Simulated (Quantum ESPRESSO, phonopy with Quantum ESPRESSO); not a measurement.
## Grüneisen parameters and expansion of CaO (Fm-3m)

Aim: how the vibrations of CaO shift with volume, and the expansion that follows.

Measurements to reproduce:
- heat capacity C_P per formula unit 42.2 J/mol/K and bulk modulus 113 GPa near room temperature (given in “High-Throughput Prediction of Finite-Temperature Properties using the Quasi-Harmonic Approximation”, 2016, arXiv:1603.06924)

Calculated with Quantum ESPRESSO 7.5; DFT PBE, scalar-relativistic, plane waves, GBRV ultrasoft pseudopotentials.

This is a report of a sequence of runs, with most program output left out.

### Step 1. Set-up

The structure is cubic, space group Fm-3m (No. 225). Conventional cell: a = 4.813 Å, b = 4.813 Å, c = 4.813 Å, α = 90.00°, β = 90.00°, γ = 90.00°. Nearest to Ca lie 6 O at 2.41 Å. Nearest to O lie 6 Ca at 2.41 Å. Farther neighbours and most contacts between anions are not listed.

### Step 2. A first coarse run

A cheap single point shows whether the cell is a metal or an insulator and how far it is from rest; that sets the k-mesh and the occupations of what follows.

Input file probe.in:

```
&control
   calculation = 'scf'
   prefix = 'x'
   outdir = './tmp'
   pseudo_dir = './pseudo'
   tprnfor = .true.
   tstress = .true.
   verbosity = 'high'
/
&system
   ibrav = 0
   nat = 2
   ntyp = 2
   ecutwfc = 45.0
   ecutrho = 270.0
   occupations = 'smearing'
   smearing = 'gaussian'
   degauss = 0.01
/
&electrons
   conv_thr = 1.0d-07
   mixing_beta = 0.7
   electron_maxstep = 100
/
ATOMIC_SPECIES
 Ca     40.0780  Ca.upf
 O      15.9990  O.upf
CELL_PARAMETERS angstrom
     0.000000000    2.406500000    2.406500000
     2.406500000    0.000000000    2.406500000
     2.406500000    2.406500000    0.000000000
ATOMIC_POSITIONS crystal
 Ca     0.000000000   0.000000000   0.000000000
 O      0.500000000   0.500000000   0.500000000
K_POINTS automatic
 6 6 6 0 0 0
```

On the command line:

```
$ OMP_NUM_THREADS=1 mpirun -n 8 pw.x -nk 8 -in probe.in > probe.out
```

The job ended after 1.7 s (8 MPI ranks of Arm Neoverse V1, shared host; 13 s of CPU time).

A gap read on the k-mesh alone can miss the band edges.

Numbers from this step:

```
volume per atom   : 13.94 Å³
pressure          : 1.21 GPa
gap on the k-mesh : 3.663 eV
```

The start is under 1.2 GPa at this level and looks like an insulator or semiconductor on this mesh.

### Step 3. Finding the static equilibrium

The vibrations must be taken about the equilibrium of this functional, not about the starting cell, so the structure is relaxed.

Input file relax.in:

```
&control
   calculation = 'vc-relax'
   prefix = 'x'
   outdir = './tmp'
   pseudo_dir = './pseudo'
   tprnfor = .true.
   tstress = .true.
   forc_conv_thr = 2.0d-05
   etot_conv_thr = 1.0d-07
   nstep = 40
/
&system
   ibrav = 0
   nat = 2
   ntyp = 2
   ecutwfc = 45.0
   ecutrho = 270.0
   occupations = 'fixed'
   nbnd = 10
/
&electrons
   conv_thr = 1.0d-11
   mixing_beta = 0.7
   electron_maxstep = 100
/
&ions
/
&cell
   press_conv_thr = 0.1
/
ATOMIC_SPECIES
 Ca     40.0780  Ca.upf
 O      15.9990  O.upf
CELL_PARAMETERS angstrom
     0.000000000    2.406500000    2.406500000
     2.406500000    0.000000000    2.406500000
     2.406500000    2.406500000    0.000000000
ATOMIC_POSITIONS crystal
 Ca     0.000000000   0.000000000   0.000000000
 O      0.500000000   0.500000000   0.500000000
K_POINTS automatic
 8 8 8 0 0 0
```

On the command line:

```
$ OMP_NUM_THREADS=1 mpirun -n 8 pw.x -nk 8 -in relax.in > relax.out
```

Wall time 8.6 s (8 MPI ranks).

Step by step:

```tsv
step	energy less that of the first step (eV)	largest force (eV/Å)	volume (Å³)
1	0.0000	0.0000	27.87
2	-0.0009	0.0000	28.04
3	-0.0012	0.0000	28.18
4	-0.0012	0.0000	28.19
5	-0.0013	0.0000	28.19
```

```tsv
conventional cell, symmetrised	before	after	change
a (Å)	4.813	4.831	+0.4 %
b (Å)	4.813	4.831	+0.4 %
c (Å)	4.813	4.831	+0.4 %
volume (Å³/atom)	13.94	14.09	+1.1 %
```

The relaxed structure:

```
CELL_PARAMETERS angstrom
0.00000 2.41547 2.41547
2.41547 0.00000 2.41547
2.41547 2.41547 0.00000
ATOMIC_POSITIONS crystal
Ca 0.00000 0.00000 0.00000
O 0.50000 0.50000 0.50000
```

Numbers from this step:

* volume per atom: 14.09 Å³
* pressure: -0.004 GPa
* gap on the k-mesh: 3.665 eV

After the last step pw.x solved the final cell once more on a basis chosen for it, which moves the energy without moving the atoms.

### Step 4. Self-consistent run

A tight ground state at this cell gives the energy of this member; its pressure is the stress at this cutoff, which can carry an offset from the finite basis.

Input file scf.in:

```
&control
   calculation = 'scf'
   prefix = 'x'
   outdir = './tmp'
   pseudo_dir = './pseudo'
   tprnfor = .true.
   tstress = .true.
/
&system
   ibrav = 0
   nat = 2
   ntyp = 2
   ecutwfc = 45.0
   ecutrho = 270.0
   occupations = 'fixed'
   nbnd = 10
/
&electrons
   conv_thr = 1.0d-12
   mixing_beta = 0.7
   electron_maxstep = 100
/
ATOMIC_SPECIES
 Ca     40.0780  Ca.upf
 O      15.9990  O.upf
CELL_PARAMETERS angstrom
     0.000000000    2.415468934    2.415468934
     2.415468934    0.000000000    2.415468934
     2.415468934    2.415468934    0.000000000
ATOMIC_POSITIONS crystal
 Ca     0.000000000   0.000000000   0.000000000
 O      0.500000000   0.500000000   0.500000000
K_POINTS automatic
 8 8 8 0 0 0
```

On the command line:

```
$ OMP_NUM_THREADS=1 mpirun -n 8 pw.x -nk 8 -in scf.in > scf.out
```

Elapsed: 2.5 s, on 8 MPI ranks; 19 s of CPU time.

On a basis chosen for the relaxed cell the pressure is -0.004 GPa, small enough for phonons.

### Step 5. Zone-centre response

In a polar crystal the Born charges and ε∞ give the long-range dipole term that a finite supercell misses. They are those of this k-mesh and were not tested on a denser one; where the gap is small they converge slowly, and the LO modes with them.

Input file ph.in:

```
phonons
&inputph
   prefix = 'x'
   outdir = './tmp'
   fildyn = 'x.dyn'
   tr2_ph = 1.0d-18
   epsil = .true.
/
0.000000000 0.000000000 0.000000000
```

scf.in is that of step 4.

On the command line:

```
$ OMP_NUM_THREADS=1 mpirun -n 8 ph.x -nk 8 -in ph.in > ph.out
```

Elapsed: 27 s, on 8 MPI ranks; 3.6 min of CPU time.

This step gave:

```
Γ frequencies : -1.38, -1.38, -1.38, 256.3, 256.3, 256.3 cm⁻¹ (negative: imaginary)
Γ symmetry    : T_1u G_15 G_4- I, T_1u G_15 G_4- I, T_1u G_15 G_4- I, T_1u G_15 G_4- I, T_1u G_15 G_4- I, T_1u G_15 G_4- I
```

ε∞:

```
3.78 0.00 0.00
0.00 3.78 0.00
0.00 0.00 3.78
```

Born charge (rows field, columns displacement), before the sum rule (e), principal values of the symmetric part by kind of site:

```tsv
atom	atoms with these values	low	middle	high	mean
Ca1	1	2.35	2.35	2.35	2.35
O2	1	-2.35	-2.35	-2.35	-2.35
```

In full for Ca1:

```
2.35 0.00 0.00
0.00 2.35 0.00
0.00 0.00 2.35
```

The Born charges sum to zero within 7.1e-4 e; the rest is removed before use. Acoustic frequencies in this log differ from zero by the error of the sum rule, which ph.x does not impose.

### Step 6. A displaced supercell

One atom (for the harmonic constants) or a pair of atoms (for the cubic ones) is moved by a few hundredths of an ångström; the forces on all atoms give a column of force constants. The threshold is tight because the forces are small.

System of this step: CaO. It takes space group Imm2 (No. 44, orthorhombic). The conventional cell has a = 6.832 Å, b = 9.662 Å, c = 6.832 Å, α = 90.00°, β = 90.00°, γ = 90.00°. Ca has 6 O at 2.42 Å nearest. Nearest to Ca lie 6 O at 2.42 to 2.43 Å. Nearest to Ca lie 6 O at 2.40 to 2.42 Å. O has 6 Ca at 2.40 to 2.43 Å nearest. Nearest to O lie 6 Ca at 2.42 Å. Farther neighbours and most contacts between anions are not listed.

Input file disp-00002.in:

```
&control
   calculation = 'scf'
   prefix = 'x'
   outdir = './tmp'
   pseudo_dir = './pseudo'
   tprnfor = .true.
   disk_io = 'none'
/
&system
   ibrav = 0
   nat = 16
   ntyp = 2
   ecutwfc = 45.0
   ecutrho = 270.0
   occupations = 'fixed'
   nbnd = 66
/
&electrons
   conv_thr = 1.0d-11
   mixing_beta = 0.7
   electron_maxstep = 100
/
ATOMIC_SPECIES
 Ca     40.0780  Ca.upf
 O      15.9990  O.upf
CELL_PARAMETERS angstrom
     0.000000000    4.830937868    4.830937868
     4.830937868    0.000000000    4.830937868
     4.830937868    4.830937868    0.000000000
ATOMIC_POSITIONS crystal
 Ca     0.000000000   0.000000000   0.000000000
 Ca     0.500000000   0.000000000   0.000000000
 Ca     0.000000000   0.500000000   0.000000000
 Ca     0.500000000   0.500000000   0.000000000
 Ca     0.000000000   0.000000000   0.500000000
 Ca     0.500000000   0.000000000   0.500000000
 Ca     0.000000000   0.500000000   0.500000000
 Ca     0.500000000   0.500000000   0.500000000
 O      0.252927410   0.250000000   0.250000000
 O      0.750000000   0.250000000   0.250000000
 O      0.250000000   0.750000000   0.250000000
 O      0.750000000   0.750000000   0.250000000
 O      0.250000000   0.250000000   0.750000000
 O      0.750000000   0.250000000   0.750000000
 O      0.250000000   0.750000000   0.750000000
 O      0.750000000   0.750000000   0.750000000
K_POINTS automatic
 3 3 3 0 0 0
```

On the command line:

```
$ OMP_NUM_THREADS=1 mpirun -n 4 pw.x -nk 4 -in disp-00002.in > disp-00002.out
```

Elapsed: 64 s, on 4 MPI ranks.

Numbers from this step:

```yaml
gap_on_the_k_mesh: 3.664 eV
```

Force by atom:

```tsv
atom	x (eV/Å)	y (eV/Å)	z (eV/Å)	size
Ca1	0.000	-0.003	-0.003	0.004
Ca2	0.000	0.009	0.009	0.012
Ca3	0.000	0.004	0.009	0.009
Ca4	0.000	0.009	0.006	0.011
Ca5	0.000	0.009	0.004	0.009
Ca6	0.000	0.006	0.009	0.011
Ca7	0.000	0.009	0.009	0.012
Ca8	0.000	-0.003	-0.003	0.004
O9	0.000	-0.088	-0.088	0.125
O10	0.000	0.027	0.027	0.038
O11	0.018	-0.003	0.009	0.020
O12	-0.018	0.009	-0.003	0.020
O13	0.018	0.009	-0.003	0.020
O14	-0.018	-0.003	0.009	0.020
O15	0.000	-0.008	-0.008	0.011
O16	0.000	0.018	0.018	0.025
```

At this level the gap is 3.66 eV on the k-mesh of the self-consistent run, which can miss the band edges.

### Step 7. Forces on a displaced cell

disp-00001.in, as its differences from disp-00002.in of step 6:

```diff
@@ -30,3 +30,3 @@
 ATOMIC_POSITIONS crystal
- Ca     0.000000000   0.000000000   0.000000000
+ Ca     0.002927410   0.000000000   0.000000000
  Ca     0.500000000   0.000000000   0.000000000
@@ -38,3 +38,3 @@
  Ca     0.500000000   0.500000000   0.500000000
- O      0.252927410   0.250000000   0.250000000
+ O      0.250000000   0.250000000   0.250000000
  O      0.750000000   0.250000000   0.250000000
```

On the command line:

```
$ OMP_NUM_THREADS=1 mpirun -n 4 pw.x -nk 4 -in disp-00001.in > disp-00001.out
```

Elapsed: 65 s, on 4 MPI ranks; 4.3 min of CPU time.

### Step 8. Lattice dynamics at this volume, V/V0 1

This step: DFT PBE, scalar-relativistic, plane waves, GBRV ultrasoft pseudopotentials (phonopy with Quantum ESPRESSO 4.10.0 / 7.5).

Run time: 65 s. Hardware: 8 threads; 8.6 min of CPU time.

This step gave:

```yaml
point_group: m-3m
highest_frequency: 538.1 cm⁻¹
debye_temperature_from_the_second_moment: 542 K
lowest_frequency_on_the_path: 0 cm⁻¹
zero_point_energy: 0.1032 eV/cell
gamma_frequencies: 0, 0, 0, 256.2, 256.2, 256.2 cm⁻¹ (negative: imaginary)
```

Phonopy, LO-TO term from ph.x's tensors. Phonon branches along the path, in cm⁻¹:

```tsv
point	branch 1	branch 2	branch 3	branch 4	branch 5	branch 6
Γ	0	0	0	256	256	538
halfway	156	156	214	284	284	475
X	198	198	278	284	284	383
halfway	195	219	277	284	299	376
U	186	261	271	285	339	360
jump to K	186	261	271	285	339	360
halfway	136	183	244	266	300	488
Γ	0	0	0	256	256	538
halfway	128	128	231	271	271	513
L	168	168	292	292	363	460
halfway	180	216	290	306	334	411
W	222	257	257	307	337	337
halfway	210	220	275	296	301	370
X	198	198	278	284	284	383
```

Harmonic. Thermo, by row:

```tsv
T (K)	F_vib (meV/atom)	S (J/mol-atom/K)	C_V (J/mol-atom/K)
0	51.58	0	0
50	51.53	0.484	1.717
100	50.55	3.739	8.73
150	47.41	8.451	14.47
200	41.8	13.14	17.96
250	33.87	17.39	20.05
300	23.86	21.17	21.36
350	12.01	24.53	22.23
400	-1.5	27.54	22.82
450	-16.49	30.25	23.23
500	-32.81	32.72	23.54
550	-50.36	34.97	23.78
600	-69.03	37.05	23.96
650	-88.73	38.97	24.1
700	-109.4	40.76	24.21
750	-131	42.44	24.3
800	-153.4	44.01	24.38
850	-176.6	45.49	24.44
900	-200.5	46.88	24.5
950	-225.1	48.21	24.54
1000	-250.4	49.47	24.58
```

The modes has structure finer than the step of the table below, so its rows give means over 25 cm⁻¹, whole bins alone (the curve runs from -10 to 563 cm⁻¹). Peaks (cm⁻¹: height): Ca 177.5: 0.0265, 278.5: 0.0212; O 289.3: 0.0669.

Phonopy on the run's constants, 21x21x21 mesh, Gaussian sigma 4.1 cm⁻¹. Table of modes by wavenumber; means over each step; values in 1/cm⁻¹/cell:

```tsv
wavenumber (cm⁻¹)	Ca	O
25	7.7e-5	2.8e-5
50	3.4e-4	1.2e-4
75	8.5e-4	2.7e-4
100	0.00175	4.6e-4
125	0.00390	7.2e-4
150	0.0102	1.0e-3
175	0.0247	0.00127
200	0.0198	0.00121
225	0.0119	7.7e-4
250	0.00936	0.00253
275	0.0165	0.0297
300	0.00928	0.0338
325	0.00349	0.0113
350	0.00247	0.00409
375	4.9e-4	0.00611
400	5.9e-4	0.00594
425	7.6e-4	0.00590
450	9.6e-4	0.00591
475	0.00108	0.00430
500	9.6e-4	0.00295
525	5.9e-4	0.00158
550	2.5e-5	6.3e-5
```

No LO-TO term. Modes at Γ, with each element's share of the kinetic energy:

```tsv
mode	frequency (cm⁻¹)	symmetry	Ca %	O %
1	0.0	T1u	71	29
2	0.0	T1u	71	29
3	0.0	T1u	71	29
4	256.2	T1u	29	71
5	256.2	T1u	29	71
6	256.2	T1u	29	71
```

Displacements in mode 4 (256.2 cm⁻¹), the largest set to 1:
```
Ca1 -0.40  0.07 -0.03
O2   1.00 -0.18  0.07
```

No mode is imaginary beyond numerical noise along the path.

The time given is that of the 2 pw.x runs on displaced cells behind this step.

### Step 9. Self-consistent run, V/V0 1.015

This step: DFT PBE, scalar-relativistic, plane waves, GBRV ultrasoft pseudopotentials (Quantum ESPRESSO 7.5).

System of this step: CaO. It takes space group Fm-3m (No. 225, cubic). The conventional cell has a = 4.855 Å, b = 4.855 Å, c = 4.855 Å, α = 90.00°, β = 90.00°, γ = 90.00°. Nearest to Ca lie 6 O at 2.43 Å. Nearest to O lie 6 Ca at 2.43 Å. Farther neighbours and most contacts between anions are not listed.

Changes to scf.in since step 5:

```diff
@@ -26,5 +26,5 @@
 CELL_PARAMETERS angstrom
-     0.000000000    2.415468934    2.415468934
-     2.415468934    0.000000000    2.415468934
-     2.415468934    2.415468934    0.000000000
+     0.000000000    2.427486390    2.427486390
+     2.427486390    0.000000000    2.427486390
+     2.427486390    2.427486390    0.000000000
 ATOMIC_POSITIONS crystal
```

On the command line:

```
$ OMP_NUM_THREADS=1 mpirun -n 8 pw.x -nk 8 -in scf.in > scf.out
```

The job ended after 2.8 s (8 MPI ranks).

At this level the gap is 3.67 eV on the k-mesh of the self-consistent run, which can miss the band edges.

### Step 10. Born charges and dielectric tensor

ph.in is that of step 5.

scf.in is that of step 9.

On the command line:

```
$ OMP_NUM_THREADS=1 mpirun -n 8 ph.x -nk 8 -in ph.in > ph.out
```

The job ended after 28 s (8 MPI ranks; 3.7 min of CPU time).

The Born charges sum to zero within 6.8e-4 e; the rest is removed before use. Acoustic frequencies in this log differ from zero by the error of the sum rule, which ph.x does not impose.

### Step 11. A displaced supercell

System of this step: CaO. The structure is orthorhombic, space group Imm2 (No. 44). The conventional cell has a = 6.866 Å, b = 9.710 Å, c = 6.866 Å, α = 90.00°, β = 90.00°, γ = 90.00°. Ca has 6 O at 2.41 to 2.44 Å nearest. Nearest to Ca lie 6 O at 2.43 Å. Ca has 6 O at 2.43 Å nearest. Nearest to O lie 6 Ca at 2.43 Å. Farther neighbours and most contacts between anions are not listed.

Changes to disp-00001.in since step 7:

```diff
@@ -26,7 +26,7 @@
 CELL_PARAMETERS angstrom
-     0.000000000    4.830937868    4.830937868
-     4.830937868    0.000000000    4.830937868
-     4.830937868    4.830937868    0.000000000
+     0.000000000    4.854972780    4.854972780
+     4.854972780    0.000000000    4.854972780
+     4.854972780    4.854972780    0.000000000
 ATOMIC_POSITIONS crystal
- Ca     0.002927410   0.000000000   0.000000000
+ Ca     0.002912918   0.000000000   0.000000000
  Ca     0.500000000   0.000000000   0.000000000
```

On the command line:

```
$ OMP_NUM_THREADS=1 mpirun -n 4 pw.x -nk 4 -in disp-00001.in > disp-00001.out
```

The job ended after 70 s (4 MPI ranks).

### Step 12. Phonons, V/V0 1.015

This step: DFT PBE, scalar-relativistic, plane waves, GBRV ultrasoft pseudopotentials (phonopy with Quantum ESPRESSO 4.10.0 / 7.5).

The job ended after 70 s (8 threads; 9.1 min of CPU time).

No mode is imaginary beyond numerical noise along the path. The highest zone-centre mode (no LO–TO term) moved by -4.2 % for a volume change of +1.5 %.

The time given is that of the 2 pw.x runs on displaced cells behind this step.

### Step 13. Self-consistent run, V/V0 0.985

This step: DFT PBE, scalar-relativistic, plane waves, GBRV ultrasoft pseudopotentials (Quantum ESPRESSO 7.5).

System of this step: CaO. The structure is cubic, space group Fm-3m (No. 225). The conventional cell has a = 4.807 Å, b = 4.807 Å, c = 4.807 Å, α = 90.00°, β = 90.00°, γ = 90.00°. Nearest to Ca lie 6 O at 2.40 Å. Nearest to O lie 6 Ca at 2.40 Å. Farther neighbours and most contacts between anions are not listed.

Changes to scf.in since step 10:

```diff
@@ -26,5 +26,5 @@
 CELL_PARAMETERS angstrom
-     0.000000000    2.427486390    2.427486390
-     2.427486390    0.000000000    2.427486390
-     2.427486390    2.427486390    0.000000000
+     0.000000000    2.403330694    2.403330694
+     2.403330694    0.000000000    2.403330694
+     2.403330694    2.403330694    0.000000000
 ATOMIC_POSITIONS crystal
```

On the command line:

```
$ OMP_NUM_THREADS=1 mpirun -n 8 pw.x -nk 8 -in scf.in > scf.out
```

Wall time 2.7 s (8 MPI ranks).

The run ends at a pressure of 1.65 GPa.

### Step 14. Born charges and dielectric tensor

ph.in is that of step 10.

scf.in is that of step 13.

On the command line:

```
$ OMP_NUM_THREADS=1 mpirun -n 8 ph.x -nk 8 -in ph.in > ph.out
```

The job ended after 28 s (8 MPI ranks; 3.7 min of CPU time).

ε∞:

```
3.78 0.00 0.00
0.00 3.78 0.00
0.00 0.00 3.78
```

The Born charges sum to zero within 7.3e-4 e; the rest is removed before use. Acoustic frequencies in this log differ from zero by the error of the sum rule, which ph.x does not impose.

### Step 15. Forces on a displaced cell

System of this step: CaO. It takes space group Imm2 (No. 44, orthorhombic). The conventional cell has a = 6.798 Å, b = 9.613 Å, c = 6.798 Å, α = 90.00°, β = 90.00°, γ = 90.00°. Ca has 6 O at 2.39 to 2.42 Å nearest. Nearest to Ca lie 6 O at 2.40 Å. Ca has 6 O at 2.40 Å nearest. Nearest to O lie 6 Ca at 2.40 Å. Farther neighbours and most contacts between anions are not listed.

Changes to disp-00001.in since step 11:

```diff
@@ -26,7 +26,7 @@
 CELL_PARAMETERS angstrom
-     0.000000000    4.854972780    4.854972780
-     4.854972780    0.000000000    4.854972780
-     4.854972780    4.854972780    0.000000000
+     0.000000000    4.806661389    4.806661389
+     4.806661389    0.000000000    4.806661389
+     4.806661389    4.806661389    0.000000000
 ATOMIC_POSITIONS crystal
- Ca     0.002912918   0.000000000   0.000000000
+ Ca     0.002942195   0.000000000   0.000000000
  Ca     0.500000000   0.000000000   0.000000000
```

On the command line:

```
$ OMP_NUM_THREADS=1 mpirun -n 4 pw.x -nk 4 -in disp-00001.in > disp-00001.out
```

The job ended after 72 s (4 MPI ranks; 4.8 min of CPU time).

### Step 16. Phonons, V/V0 0.985

This step: DFT PBE, scalar-relativistic, plane waves, GBRV ultrasoft pseudopotentials (phonopy with Quantum ESPRESSO 4.10.0 / 7.5).

Run time: 72 s. Hardware: 8 threads; 9.3 min of CPU time.

No mode is imaginary beyond numerical noise along the path. The highest zone-centre mode (no LO–TO term) moved by +4.2 % for a volume change of -1.5 %.

The time given is that of the 2 pw.x runs on displaced cells behind this step.

### Step 17. Ground state at this cell, V/V0 1.03

This step: DFT PBE, scalar-relativistic, plane waves, GBRV ultrasoft pseudopotentials (Quantum ESPRESSO 7.5).

System of this step: CaO. The structure is cubic, space group Fm-3m (No. 225). The conventional cell has a = 4.879 Å, b = 4.879 Å, c = 4.879 Å, α = 90.00°, β = 90.00°, γ = 90.00°. Nearest to Ca lie 6 O at 2.44 Å. Nearest to O lie 6 Ca at 2.44 Å. Farther neighbours and most contacts between anions are not listed.

Changes to scf.in since step 14:

```diff
@@ -26,5 +26,5 @@
 CELL_PARAMETERS angstrom
-     0.000000000    2.403330694    2.403330694
-     2.403330694    0.000000000    2.403330694
-     2.403330694    2.403330694    0.000000000
+     0.000000000    2.439386023    2.439386023
+     2.439386023    0.000000000    2.439386023
+     2.439386023    2.439386023    0.000000000
 ATOMIC_POSITIONS crystal
```

On the command line:

```
$ OMP_NUM_THREADS=1 mpirun -n 8 pw.x -nk 8 -in scf.in > scf.out
```

Run time: 2.6 s. Hardware: 8 MPI ranks; 20 s of CPU time.

The run ends at a pressure of -2.93 GPa.

### Step 18. Zone-centre response

ph.in is that of step 14.

scf.in is that of step 17.

On the command line:

```
$ OMP_NUM_THREADS=1 mpirun -n 8 ph.x -nk 8 -in ph.in > ph.out
```

Elapsed: 29 s, on 8 MPI ranks.

The Born charges sum to zero within 6.5e-4 e; the rest is removed before use. Acoustic frequencies in this log differ from zero by the error of the sum rule, which ph.x does not impose.

(Part 1 of 2 ends here.)

[Logs are printed without paths, hosts, clocks, repeated set-up lines and the standing remarks that a program may print on its own settings, such as how far it seeks lower states.]

[Hosts, paths, dates, database ids (printed as entryN), source tags and the programs' standing remarks are cut or masked in the printed files.]

[A step with changed settings may run another functional than the one named; its input shows which.]

[Of the runs on displaced cells, only some may be shown.]
